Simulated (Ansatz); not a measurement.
**Changed inputs in constrained RPA: CaAuO3 (cubic perovskite) (Pm-3m)**

Aim: hold the target of a cRPA run on CaAuO3 (cubic perovskite) (Pm-3m) and move one thing at a time.

Main program and level: Ansatz 0.2.0; constrained RPA on LDA, plane waves, PAW.

Most raw output is cut from this account.

The structure was built from a prototype and need not be the compound's stable phase.

In doubt: RPA on norm-conserving files with a d shell is listed as unsure (step 7), so the values of those runs are not to be relied on.

### Step 1. The structure

The structure is cubic, space group Pm-3m (No. 221). The conventional cell has a = 3.961 Å, b = 3.961 Å, c = 3.961 Å, α = 90.00°, β = 90.00°, γ = 90.00°. Nearest to Ca lie 12 O at 2.80 Å. Nearest to Au lie 6 O at 1.98 Å. O has 2 Au at 1.98 Å and 4 Ca at 2.80 Å nearest. Farther neighbours and most contacts between anions are not listed.

Coordinates:

```cif
data_structure
_symmetry_space_group_name_H-M 'P 1'
_symmetry_Int_Tables_number 1
_cell_length_a 3.9611
_cell_length_b 3.9611
_cell_length_c 3.9611
_cell_angle_alpha 90.000
_cell_angle_beta 90.000
_cell_angle_gamma 90.000
_cell_volume 62.15
loop_
_atom_site_label
_atom_site_type_symbol
_atom_site_fract_x
_atom_site_fract_y
_atom_site_fract_z
_atom_site_occupancy
Ca1 Ca 0.00000 0.00000 0.00000 1
Au2 Au 0.50000 0.50000 0.50000 1
O3 O 0.50000 0.50000 0.00000 1
O4 O 0.50000 0.00000 0.50000 1
O5 O 0.00000 0.50000 0.50000 1
```

The structure was relaxed with LDA. The structure type comes from a generator and need not be one that this composition takes. The structure was generated from a model, not taken from a measurement. The runs that relaxed it are not among those shown. The program's search for lower electronic states was switched off, so nothing shows that the state found is the lowest. Spin-orbit coupling is left out unless a step names it. The default PAW set here is soft_2. Its files were made with PBE.

### Step 2. Base: Au d + anion p, bands v13 to c1, 4×4×4 mesh, medium accuracy

Constrained RPA screens the interaction with every transition except those inside the target bands, which a later many-body model would treat itself.

input.yaml

```yaml
crystal:
  lattice:
    - [0.0, -3.96105892, 0.0]
    - [0.0, 0.0, 3.96105892]
    - [-3.96105892, 0.0, 0.0]
  atoms:
    - { symbol: Ca, position: [0.0, 0.0, 0.0] }
    - { symbol: Au, position: [0.5, 0.5, 0.5] }
    - { symbol: O, position: [0.5, 0.5, 0.0] }
    - { symbol: O, position: [0.5, 0.0, 0.5] }
    - { symbol: O, position: [0.0, 0.5, 0.5] }
kpoints:
  mp_grid: { grid: [8, 8, 8] }
hamiltonian:
  xc: lda
scf:
  occupations: { method: gaussian, width: 0.08 }
  n_extra_bands: 19
  max_iter: 150
  lower_state_search: "off"
output:
  crpa:
    kmesh: [4, 4, 4]
    target_bands: [v13, c1]
    projections: [{ species: Au, l: d, shell: 5 }, { species: O, l: p, shell: 2 }]
  local_orbitals:
    kmesh: [8, 8, 8]
    orbitals: [{ species: Au, l: d, shell: 5 }, { species: O, l: p, shell: 2 }]
    window: { bands: [v13, c1] }
    seedname: lo
```

Command:

```bash
ansatz run input.yaml --threads 4 --pin off --max-ram 9216MiB --backend cpu --events-out ev --progress --plain --runs-dir out
```

It took 2.2 min on 4 threads of Arm Neoverse V2, shared host; peak memory 0.73 GiB.

Numbers from this step:

| Quantity | Value |
| --- | --- |
| U | 7.490 eV |
| U prime (inter-orbital) | 6.418 eV |
| J | 0.5316 eV |
| bare V | 17.32 eV |
| bare J | 0.6974 eV |
| stated bound on U | 0.01583 eV |
| U over bare V | 0.4325 |
| electrons in the window | 25.00 |
| head of the constrained inverse dielectric matrix | 0.3269 |
| least eigenvalue of the projection's overlap | 0.6337 |
| target functions | 14 |
| bands in the sums | 50 |
| r.m.s. miss of the model bands | 9.09e-4 eV |
| width of the target bands | 13.42 eV |
| weight of the projected orbitals in the window | 0.9401 |

On the Au d shell, screening brings the on-site interaction from 17.3 eV down to U = 7.49 eV.

### Step 3. Changed: 2×2×2 mesh

input.yaml, the sections that differ from step 2:

```yaml
output:
  crpa:
    kmesh: [2, 2, 2]
    target_bands: [v13, c1]
    projections: [{ species: Au, l: d, shell: 5 }, { species: O, l: p, shell: 2 }]
# crystal, kpoints, hamiltonian, scf: as in step 2
```

Elapsed: 15 s, on 4 threads; peak memory 0.62 GiB.

Numbers from this step:

```
U                                                 : 7.513 eV
U prime (inter-orbital)                           : 6.439 eV
J                                                 : 0.5331 eV
bare V                                            : 17.44 eV
bare J                                            : 0.6999 eV
stated bound on U                                 : 0.01266 eV
U over bare V                                     : 0.4307
electrons in the window                           : 25.00
head of the constrained inverse dielectric matrix : 0.2993
least eigenvalue of the projection's overlap      : 0.6337
target functions                                  : 14
bands in the sums                                 : 50
width of the target bands                         : 13.42 eV
weight of the projected orbitals in the window    : 0.9401
```

On the Au d shell, screening brings the on-site interaction from 17.4 eV down to U = 7.51 eV.

### Step 4. Changed: accuracy low

Changes to input.yaml since step 3:

```diff
@@ -22,4 +22,5 @@
   crpa:
-    kmesh: [2, 2, 2]
+    kmesh: [4, 4, 4]
     target_bands: [v13, c1]
     projections: [{ species: Au, l: d, shell: 5 }, { species: O, l: p, shell: 2 }]
+    accuracy: low
```

The job ended after 58 s (4 threads; peak memory 0.66 GiB).

This step gave:

```
U                                                 : 7.430 eV
U prime (inter-orbital)                           : 6.361 eV
J                                                 : 0.5297 eV
bare V                                            : 17.32 eV
bare J                                            : 0.6974 eV
stated bound on U                                 : 0.2068 eV
U over bare V                                     : 0.4291
electrons in the window                           : 25.00
head of the constrained inverse dielectric matrix : 0.3265
least eigenvalue of the projection's overlap      : 0.6337
target functions                                  : 14
bands in the sums                                 : 50
width of the target bands                         : 13.42 eV
weight of the projected orbitals in the window    : 0.9401
```

On the Au d shell, screening brings the on-site interaction from 17.3 eV down to U = 7.43 eV.

### Step 5. Changed: sums over states on smooth products

Changes to input.yaml since step 4:

```diff
@@ -25,2 +25,5 @@
     projections: [{ species: Au, l: d, shell: 5 }, { species: O, l: p, shell: 2 }]
-    accuracy: low
+    accuracy: sum_over_states
+    pair_densities: pseudo
+    n_empty_bands: 48
+    ecut_chi: 136
```

The job ended after 8.9 s (4 threads; peak memory 0.55 GiB; 33 s of CPU time).

This variant gives U = 7.89 eV against 7.49 eV. It is a finite sum over empty states with no bound on its error and stays out of the table below.

### Step 6. Changed: more bands than orbitals

Changes to input.yaml since step 5:

```diff
@@ -23,7 +23,3 @@
     kmesh: [4, 4, 4]
-    target_bands: [v13, c1]
+    target_bands: [v13, c2]
     projections: [{ species: Au, l: d, shell: 5 }, { species: O, l: p, shell: 2 }]
-    accuracy: sum_over_states
-    pair_densities: pseudo
-    n_empty_bands: 48
-    ecut_chi: 136
```

Run time: 0.11 s. Hardware: 4 threads; peak memory 0.087 GiB.

The program refused the input before any cycle.

The program's message: “Error: invalid value for `output.crpa.projections`: 14 orbital(s) selected but the target window spans 15 band(s); name one orbital per band of it”

The fault put into this input: more bands than orbitals.

### Step 7. Changed: potentials

This step: constrained RPA on LDA, plane waves, norm-conserving pseudopotentials.

Changes to input.yaml since step 6:

```diff
@@ -15,2 +15,3 @@
   xc: lda
+  pseudopotentials: { kind: nc }
 scf:
@@ -23,3 +24,3 @@
     kmesh: [4, 4, 4]
-    target_bands: [v13, c2]
+    target_bands: [v13, c1]
     projections: [{ species: Au, l: d, shell: 5 }, { species: O, l: p, shell: 2 }]
```

Wall time 9.2 min (4 threads); peak memory 1.5 GiB.

Numbers from this step:

| Quantity | Value |
| --- | --- |
| U | 7.499 eV |
| U prime (inter-orbital) | 6.429 eV |
| J | 0.5296 eV |
| bare V | 17.32 eV |
| bare J | 0.6972 eV |
| stated bound on U | 0.01527 eV |
| U over bare V | 0.4328 |
| electrons in the window | 25.00 |
| head of the constrained inverse dielectric matrix | 0.3277 |
| least eigenvalue of the projection's overlap | 0.6341 |
| target functions | 14 |
| bands in the sums | 50 |
| width of the target bands | 13.39 eV |
| weight of the projected orbitals in the window | 0.9409 |

On the Au d shell, screening brings the on-site interaction from 17.3 eV down to U = 7.50 eV.

### Step 8. Changed: volume +6 %

This step: constrained RPA on LDA, plane waves, PAW.

The cell differs from the one that the last finished run ended in (a 3.961 → 4.039 Å, b 3.961 → 4.039 Å, c 3.961 → 4.039 Å).

Changes to input.yaml since step 7:

```diff
@@ -2,5 +2,5 @@
   lattice:
-    - [0.0, -3.96105892, 0.0]
-    - [0.0, 0.0, 3.96105892]
-    - [-3.96105892, 0.0, 0.0]
+    - [0.0, -4.0387464652, 0.0]
+    - [0.0, 0.0, 4.0387464652]
+    - [-4.0387464652, 0.0, 0.0]
   atoms:
@@ -15,3 +15,2 @@
   xc: lda
-  pseudopotentials: { kind: nc }
 scf:
@@ -26 +25,6 @@
     projections: [{ species: Au, l: d, shell: 5 }, { species: O, l: p, shell: 2 }]
+  local_orbitals:
+    kmesh: [8, 8, 8]
+    orbitals: [{ species: Au, l: d, shell: 5 }, { species: O, l: p, shell: 2 }]
+    window: { bands: [v13, c1] }
+    seedname: lo
```

Wall time 2.3 min (4 threads); peak memory 0.73 GiB; 8.7 min of CPU time.

Numbers from this step:

```
U                                                 : 7.506 eV
U prime (inter-orbital)                           : 6.434 eV
J                                                 : 0.5316 eV
bare V                                            : 17.31 eV
bare J                                            : 0.6978 eV
stated bound on U                                 : 0.01699 eV
U over bare V                                     : 0.4337
electrons in the window                           : 25.00
head of the constrained inverse dielectric matrix : 0.3310
least eigenvalue of the projection's overlap      : 0.6253
target functions                                  : 14
bands in the sums                                 : 50
r.m.s. miss of the model bands                    : 3.52e-4 eV
width of the target bands                         : 12.45 eV
weight of the projected orbitals in the window    : 0.9420
```

On the Au d shell, screening brings the on-site interaction from 17.3 eV down to U = 7.51 eV.

### Step 9. Side by side

Times are wall times on 4 threads of Arm Neoverse V2, shared host, good to a factor of about two.

```
          run  bare V (eV)  U (eV)  J (eV)  bound on U (eV)  width (eV)     time
target window        17.32   7.490   0.532           0.0158       13.42  2.2 min
   2×2×2 mesh        17.44   7.513   0.533           0.0127       13.42     15 s
 accuracy low        17.32   7.430   0.530           0.2068       13.42     58 s
   potentials        17.32   7.499   0.530           0.0153       13.39  9.2 min
  volume +6 %        17.31   7.506   0.532           0.0170       12.45  2.3 min
```

### Step 10. Results

```json
{
 "target window": "U 7.49 eV, J 0.53 eV",
 "2×2×2 mesh": "U 7.51 eV, J 0.53 eV",
 "accuracy low": "U 7.43 eV, J 0.53 eV",
 "potentials": "U 7.50 eV, J 0.53 eV",
 "volume +6 %": "U 7.51 eV, J 0.53 eV"
}
```

What this shows: 2×2×2 mesh moves U by +0.02 eV (within the solver's bounds, for the mean over orbitals) at 0.11 times the time. Accuracy low moves U by −0.06 eV (within the solver's bounds, for the mean over orbitals) at 0.44 times the time. Potentials moves U by +0.01 eV (within the solver's bounds, for the mean over orbitals) at 4.2 times the time. Volume +6 % moves U by +0.02 eV (within the solver's bounds, for the mean over orbitals). The printed bound covers the solver alone, not the mesh, and no denser mesh than the base was run. The parent state is non-magnetic and the interaction static (zero frequency); U depends on the window and the orbitals, so it belongs to this model alone. Spin-orbit coupling, which is strong for atoms this heavy, is left out. A window that holds the anion p bands defines a model with explicit ligands; its U belongs to that model and is not the U of DFT+U.

[Paths, hosts, dates, memory and timing lines, banners, echoed tables and standing remarks are left out of the program output.]

[Logs are printed without paths, hosts, clocks, repeated set-up lines and the standing remarks that a program may print on its own settings, such as how far it seeks lower states.]

[Runs of the session that timed out or met a known fault of the program may be left out.]

[Hosts, paths, dates, database ids (printed as entryN), source tags and the programs' standing remarks are cut or masked in the printed files.]
